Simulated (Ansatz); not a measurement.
# The perfect Au wire along [110], 7 atoms a period, part 2 of 2

Aim: is the Au wire along [110], 7 atoms a period a metal or a semiconductor?

Ansatz 0.2.0; DFT PBE, plane waves, PAW; relaxation of a wire's period; PAW set soft_1 (the session's first sound run).

So far: The structure; The relaxed wire.

## 2. The relaxed wire (continued)

The steps of the relaxation:

```
step  energy less that of the first step (eV)  largest force component (eV/Å)  pressure (GPa)  volume (Å³)
   1                                   0.0000                          0.4651           -2.40       408.89
   2                                  -0.3068                          0.5453            1.14       388.86
   3                                  -0.4289                          0.1068            0.03       385.87
   4                                  -0.4408                          0.0265            0.12       381.37
   5                                  -0.4421                          0.0063           -0.02       382.42
  6*                                  -0.4392                          0.0063           -0.03       382.42
```

Relaxation steps marked * repeat the geometry before them on a plane-wave basis chosen anew for their cell, so energy and pressure can jump there.

Forces are held to the 8 operations that the run works with; a distortion that breaks them can't arise in this run.

| cell as run | before | after | change |
| --- | --- | --- | --- |
| c (Å) | 2.942 | 2.751 | -6.5 % |

The atoms that moved most (Å, along periodic axes as changes of fractional coordinates times the final cell, across vacuum about the mean position):

```csv
atom,dx,dy,dz,length
Au7,0.000,0.031,0.000,0.031
Au1,0.000,-0.031,0.000,0.031
Au6,0.016,-0.020,0.000,0.026
Au4,-0.016,-0.020,0.000,0.026
Au5,0.016,0.020,0.000,0.026
Au3,-0.016,0.020,0.000,0.026
```

Numbers from this step:

```
energy at zero smearing    : -92054.6325 eV
cell length along the wire : 2.751 Å
```

The cell's length comes to 2.751 Å with spin left out.

## 3. Bands of the perfect wire

This step: DFT PBE, plane waves, PAW; bands of a perfect wire; PAW set soft_1 (Ansatz 0.2.0).

At the relaxed period the bands are computed along the axis; those that cross an energy going forward count the channels that a perfect wire would open there.

Contents of input.yaml:

```yaml
crystal:
  lattice:
    - [10.96, 0.0, 0.0]
    - [0.0, 12.683, 0.0]
    - [0.0, 0.0, 2.7510802085]
  atoms:
    - { symbol: Au, position: [0.5, 0.729490769, 0.0] }
    - { symbol: Au, position: [0.5, 0.5, 0.0] }
    - { symbol: Au, position: [0.308743512, 0.385637997, 0.5] }
    - { symbol: Au, position: [0.308743512, 0.614362003, 0.5] }
    - { symbol: Au, position: [0.691256488, 0.385637997, 0.5] }
    - { symbol: Au, position: [0.691256488, 0.614362003, 0.5] }
    - { symbol: Au, position: [0.5, 0.270509231, 0.0] }
kpoints:
  mp_grid: { grid: [1, 1, 30] }
  band_path: { path: ["Γ", Z], npoints: 90 }
scf:
  occupations: { method: fermi_dirac, width: 0.05 }
hamiltonian:
  xc: pbe
  pseudopotentials: { kind: paw, azcp: { folder: soft_1 } }
output:
  dos: { e_range: [-5, 4] }
  write_potential: true
  write_density: true
  volumetric_format: npy
```

The run is started by

```console
$ ansatz run input.yaml --threads 4 --pin off --max-ram 16384MiB --backend cpu --events-out ev --progress --plain --runs-dir out
```

Numbers of over 12 decimals in the logs are rounded to 6 here.

The program printed:

```text
[...]
Crystal: 7 atoms, lattice volume = 382.416 Å³
Basis set: ecut = 420 eV, 7511 PW (Γ)
Bands: 80, of which v1, the nominal top of the filled ones, is band 67 counted from 1 (66 counted from 0)
Symmetry: 8 space group operations
[...]
k-points: 16 of 30
[...]
SCF iter   1: F=—  HF=-92055.993127 eV  |F-HF|=—  |Δ(HF+E_count)|=         —  Δρ=3.29e-2  dr2=4.88e0  ethr=3.10e-3  ⟨swp⟩=6.8  Hψ=5003  notcnv=0  defer=13
[...]
SCF iter   9: F=-92054.639720 eV  HF=-92054.639720 eV  |F-HF|=1.21e-8  |Δ(HF+E_count)|=   7.53e-8  Δρ=3.13e-6  dr2=4.54e-8  ethr=7.52e-11  ⟨swp⟩=12.6  Hψ=4575  notcnv=0
SCF 1 converged in 9 iterations: F = -92054.639720 eV  dr2 = 4.54e-8
[...]
NSCF: frozen V_eff on 91 k-points
WARN: The output density's exchange-correlation potential varies sharply where the density is thin. Do not read a vacuum level from v_tot or v_xc, or from such a field of the output density. On a cell that repeats whose density bears no net charge and no dipole along the vacuum's axis use v_es (v_loc + v_h of the components); under efield.dipole_correction with no amplitude use v_es + v_field, which holds any externa [...]
SCF converged after 9 iterations
Free energy (F): -92054.639720 eV
[...]
Internal energy: -92054.616092 eV  (E = F + TS)
E sigma→0 (E₀):  -92054.627906 eV
Entropy (-TS):   -0.023627 eV (-3.375 meV/atom)
Fermi energy:    2.675109 eV
[...]
--- Band table (eV; the first three rows and the last of 16) ---
  k-point 0: bands = [... 63 lower, 1.1465, 1.2901, 1.3498, 1.6048, 1.6050, 2.5084, 3.6022, 3.9382, ... 9 higher]
  k-point 1: bands = [... 63 lower, 1.1216, 1.2558, 1.3021, 1.6346, 1.6816, 2.5554, 3.6213, 4.0132, ... 9 higher]
  k-point 2: bands = [... 63 lower, 1.0563, 1.1668, 1.2315, 1.7183, 1.8367, 2.6836, 3.6773, 4.2216, ... 9 higher]
  k-point 15: bands = [... 63 lower, 3.9555, 4.1437, 4.4334, 5.0692, 5.1338, 6.0901, 6.2387, 6.8420, ... 9 higher]
```

It took 37 s on 4 threads of Arm Neoverse V1, shared host; peak memory 1.6 GiB; 2.3 min of CPU time.

In the SCF lines HF is the Harris–Foulkes energy and dr2 the Hartree energy of the density residual, in eV; the loop may stop once dr2 is under the threshold and the program's other checks hold. Hψ counts applications of the Hamiltonian.

This step gave:

* energy at zero smearing: -92054.6279 eV
* band gap: 0 eV

The electronic bands at the labelled points (eV, zero at the Fermi level):

| point | band 63 | band 64 | band 65 | band 66 | band 67 | band 68 | band 69 | band 70 |
| --- | --- | --- | --- | --- | --- | --- | --- | --- |
| Γ | -1.55 | -1.53 | -1.39 | -1.33 | -1.07 | -1.07 | -0.17 | 0.93 |
| halfway | -1.87 | -1.65 | -1.57 | -1.33 | 0.08 | 0.33 | 1.35 | 1.87 |
| Z | -1.09 | 1.28 | 1.47 | 1.76 | 2.39 | 2.46 | 3.42 | 3.56 |

Between Γ and Z the bands cross the Fermi level 6 times, so a perfect wire would conduct at least 6 G₀, with spin left out.

## 4. Outcome

```yaml
cell_length_pbe: 2.751 Å
ballistic_conductance_by_band_crossings_a_lower_bound_pbe: 6 G₀
```

What this shows: Under PBE the cell's length is 2.75 Å, and the bands cross the Fermi level 6 times between Γ and Z, which gives a perfect wire at least 6 G₀ (opposite crossings within one step of the path cancel in such a count). Spin-orbit coupling is left out, which matters for the bands of heavy atoms.

[Logs are printed without paths, hosts, clocks, repeated set-up lines and the standing remarks that a program may print on its own settings, such as how far it seeks lower states.]

[Hosts, paths, dates, database ids (printed as entryN), source tags and the programs' standing remarks are cut or masked in the printed files.]
